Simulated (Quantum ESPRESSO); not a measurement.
**BP (F-43m): a mode Grüneisen parameter, worked out**

By how much does an optical zone-centre mode of BP (F-43m) shift under hydrostatic pressure?

Main program and level: Quantum ESPRESSO 7.5; DFT LDA, scalar-relativistic, plane waves, GBRV ultrasoft pseudopotentials.

## 1. The relaxed structure

Symmetry: F-43m, No. 216, cubic system. Conventional cell: a = 4.493 Å, b = 4.493 Å, c = 4.493 Å, α = 90.00°, β = 90.00°, γ = 90.00°. B has 4 P at 1.95 Å nearest. P has 4 B at 1.95 Å nearest. Farther neighbours are not listed.

Coordinates:

```
B P
1.0
    -2.24642    0.00000    2.24642
     0.00000    2.24642    2.24642
    -2.24642    2.24642    0.00000
B P
1 1
Cartesian
  0.0000 0.0000 0.0000
  -1.1232 1.1232 1.1232
```

This is the cell after its relaxation at this level of theory, not the database cell from which that began.

## 2. Runs at several volumes

The relaxed cell is scaled uniformly; in this structure symmetry fixes all atoms, so nothing has to be relaxed anew. Each volume gets a ground state and a response at Γ. The mode followed is the highest one without the macroscopic field, of symmetry T2; longitudinal polar modes lie higher. Cutoff 50 Ry, k mesh 12×12×12.

From the response at V/V₀ = 0.94:

Log:

```text
[banners, grids, parts of the stress and lines that vanish by symmetry left out]
Program PHONON v.7.5
     Reading xml data from directory:

[...]
Exchange-correlation= PZ
                           (   1   1   0   0   0   0   0)
[...]
kinetic-energy cut-off    =      50.0000  Ry
     charge density cut-off    =     400.0000  Ry
     convergence threshold     =      1.0E-18
[...]
Exchange-correlation= PZ
                           (   1   1   0   0   0   0   0)
[...]
q = (   0.0000000   0.0000000   0.0000000 )
     25 Sym.Ops. (with q -> -q+G )
     G cutoff =  700.8526  (  19579 G-vectors)     FFT grid: ( 40, 40, 40)
     G cutoff =  350.4263  (   6855 G-vectors)  smooth grid: ( 27, 27, 27)
     number of k points=    72
[...]
Mode symmetry, T_d (-43m)  point group:
[...]
Dielectric constant
[...]
End of electric fields calculation
          Dielectric constant in cartesian axis
          (       9.201767750       0.000000000       0.000000000 )
          (       0.000000000       9.201767750       0.000000000 )
          (       0.000000000       0.000000000       9.201767750 )
          Effective charges (d Force / dE) in cartesian axis without acoustic sum rule applied (asr)
           atom    1  B     Mean Z*:       -0.83237
      Ex  (       -0.83237       -0.00000       -0.00000 )
      Ey  (        0.00000       -0.83237       -0.00000 )
      Ez  (       -0.00000       -0.00000       -0.83237 )
           atom    2  P     Mean Z*:        0.82800
      Ex  (        0.82800       -0.00000        0.00000 )
      Ey  (       -0.00000        0.82800       -0.00000 )
      Ez  (        0.00000       -0.00000        0.82800 )
          Effective charges Sum: Mean:       -0.00437
[...]
Effective charges (d Force / dE) in cartesian axis with asr applied:
           atom    1  B     Mean Z*:       -0.83019
[...]
atom    2  P     Mean Z*:        0.83019
[...]
Representation #   1 modes #   1   2   3
[...]
End of self-consistent calculation
     Convergence has been achieved
     Representation #   2 modes #   4   5   6
[...]
End of self-consistent calculation
     Convergence has been achieved
[...]
Dielectric constant in cartesian axis
          (       9.201767750       0.000000000       0.000000000 )
          (       0.000000000       9.201767750       0.000000000 )
          (       0.000000000       0.000000000       9.201767750 )
          Effective charges (d Force / dE) in cartesian axis without acoustic sum rule applied (asr)
           atom    1  B     Mean Z*:       -0.83237
      Ex  (       -0.83237       -0.00000       -0.00000 )
      Ey  (        0.00000       -0.83237       -0.00000 )
      Ez  (       -0.00000       -0.00000       -0.83237 )
           atom    2  P     Mean Z*:        0.82800
      Ex  (        0.82800       -0.00000        0.00000 )
      Ey  (       -0.00000        0.82800       -0.00000 )
      Ez  (        0.00000       -0.00000        0.82800 )
          Effective charges Sum: Mean:       -0.00437
[...]
Effective charges (d Force / dE) in cartesian axis with asr applied:
           atom    1  B     Mean Z*:       -0.83019
[...]
atom    2  P     Mean Z*:        0.83019
[...]
q = (    0.000000000   0.000000000   0.000000000 )
[...]
freq (    1) =      -0.295901 [THz] =      -9.870186 [cm-1]
     freq (    2) =      -0.295901 [THz] =      -9.870186 [cm-1]
     freq (    3) =      -0.295901 [THz] =      -9.870186 [cm-1]
     freq (    4) =      26.171107 [THz] =     872.974161 [cm-1]
     freq (    5) =      26.171107 [THz] =     872.974161 [cm-1]
     freq (    6) =      26.171107 [THz] =     872.974161 [cm-1]
[...]
Mode symmetry, T_d (-43m)  point group:
     freq (   1-   3) =         -9.9  [cm-1]   --> T_2  G_15 P_4   I+R
     freq (   4-   6) =        873.0  [cm-1]   --> T_2  G_15 P_4   I+R

   JOB DONE.
```

One volume, V/V₀ = 0.97, is held back as a test.

| V/V₀ | volume (Å³/atom) | pressure (GPa) | ω (cm⁻¹) |
| --- | --- | --- | --- |
| 0.94 | 10.656 | 12.19 | 872.97 |
| 0.97 | 10.996 | 5.67 | held back |
| 1 | 11.336 | 0.02 | 820.63 |
| 1.03 | 11.676 | -4.88 | 796.49 |
| 1.06 | 12.017 | -9.13 | 773.48 |

## 3. The fit

The mode Grüneisen parameter is γ = −d ln ω / d ln V.

```csv
ln(V/V₀),ln ω
-0.0619,6.7719
0.0000,6.7101
0.0296,6.6802
0.0583,6.6509
```

A straight line through these points has the slope -1.006, so γ = 1.01; at V/V₀ = 0.97 it predicts ω = exp(6.7098 + 0.0307) = 845.95 cm⁻¹.

A parabola of pressure against ln V through V/V₀ = 0.97, 1 and 1.03 gives the bulk modulus B = −dP/d ln V = 176 GPa at V₀. With ω₀ from the fitted line the pressure coefficient follows as dω/dP = γ ω₀ / B = 1.01 × 820.4 / 176 = 4.70 cm⁻¹/GPa.

## 4. The run that was held back

Log:

```text
[banners, grids, parts of the stress and lines that vanish by symmetry left out]
[banner, memory and clock lines left out]
Program PHONON v.7.5

[...]
Exchange-correlation= PZ
                           (   1   1   0   0   0   0   0)
[...]
kinetic-energy cut-off    =      50.0000  Ry
     charge density cut-off    =     400.0000  Ry
     convergence threshold     =      1.0E-18
[...]
Exchange-correlation= PZ
                           (   1   1   0   0   0   0   0)
[...]
q = (   0.0000000   0.0000000   0.0000000 )
     25 Sym.Ops. (with q -> -q+G )
     G cutoff =  715.6861  (  19987 G-vectors)     FFT grid: ( 40, 40, 40)
     G cutoff =  357.8431  (   7119 G-vectors)  smooth grid: ( 27, 27, 27)
     number of k points=    72
[...]
Mode symmetry, T_d (-43m)  point group:
[...]
Dielectric constant
[...]
End of electric fields calculation
          Dielectric constant in cartesian axis
          (       9.205140773      -0.000000000       0.000000000 )
          (      -0.000000000       9.205140773      -0.000000000 )
          (       0.000000000       0.000000000       9.205140773 )
          Effective charges (d Force / dE) in cartesian axis without acoustic sum rule applied (asr)
           atom    1  B     Mean Z*:       -0.72927
      Ex  (       -0.72927        0.00000        0.00000 )
      Ey  (        0.00000       -0.72927       -0.00000 )
      Ez  (        0.00000        0.00000       -0.72927 )
           atom    2  P     Mean Z*:        0.72507
      Ex  (        0.72507       -0.00000       -0.00000 )
[...]
Representation #   1 modes #   1   2   3
[...]
End of self-consistent calculation
     Convergence has been achieved
     Representation #   2 modes #   4   5   6
[...]
End of self-consistent calculation
     Convergence has been achieved
[...]
Dielectric constant in cartesian axis
          (       9.205140773      -0.000000000       0.000000000 )
          (      -0.000000000       9.205140773      -0.000000000 )
          (       0.000000000       0.000000000       9.205140773 )
          Effective charges (d Force / dE) in cartesian axis without acoustic sum rule applied (asr)
           atom    1  B     Mean Z*:       -0.72927
      Ex  (       -0.72927        0.00000        0.00000 )
      Ey  (        0.00000       -0.72927       -0.00000 )
      Ez  (        0.00000        0.00000       -0.72927 )
           atom    2  P     Mean Z*:        0.72507
      Ex  (        0.72507       -0.00000       -0.00000 )
      Ey  (       -0.00000        0.72507        0.00000 )
      Ez  (       -0.00000       -0.00000        0.72507 )
          Effective charges Sum: Mean:       -0.00420
[...]
Effective charges (d Force / dE) in cartesian axis with asr applied:
           atom    1  B     Mean Z*:       -0.72717
[...]
atom    2  P     Mean Z*:        0.72717
[...]
q = (    0.000000000   0.000000000   0.000000000 )
[...]
freq (    1) =      -0.257946 [THz] =      -8.604159 [cm-1]
     freq (    2) =      -0.257946 [THz] =      -8.604159 [cm-1]
     freq (    3) =      -0.257946 [THz] =      -8.604159 [cm-1]
     freq (    4) =      25.365253 [THz] =     846.093752 [cm-1]
     freq (    5) =      25.365253 [THz] =     846.093752 [cm-1]
     freq (    6) =      25.365253 [THz] =     846.093752 [cm-1]
[...]
Mode symmetry, T_d (-43m)  point group:
     freq (   1-   3) =         -8.6  [cm-1]   --> T_2  G_15 P_4   I+R
     freq (   4-   6) =        846.1  [cm-1]   --> T_2  G_15 P_4   I+R
```

It gives 846.09 cm⁻¹ against the predicted 845.95 cm⁻¹, a miss of 0.1 cm⁻¹.

## 5. Results

```yaml
mode_grueneisen_parameter: 1.006
bulk_modulus: 176 GPa
pressure_coefficient: 4.70 cm⁻¹/GPa
```

**Reading.** The highest optical mode of BP (F-43m) without the LO-TO term stiffens by 4.70 cm⁻¹ a GPa near the relaxed volume, with γ = 1.01. The power law meets all 5 runs within 0.03 %; between neighbouring volumes γ runs from 1.00 to 1.02. Such a coefficient turns a measured shift of this mode into a hydrostatic stress; uniaxial or biaxial stress splits the mode and needs deformation potentials. These are harmonic values at zero temperature for the structure held cubic, which a run at Γ can't show to be stable; the bulk modulus rests on three points.

[Host names and launcher messages were left out of these logs when they were recorded.]

[Logs are printed without paths, hosts, clocks, repeated set-up lines and the standing remarks that a program may print on its own settings, such as how far it seeks lower states.]

[Hosts, paths, dates, database ids (printed as entryN), source tags and the programs' standing remarks are cut or masked in the printed files.]
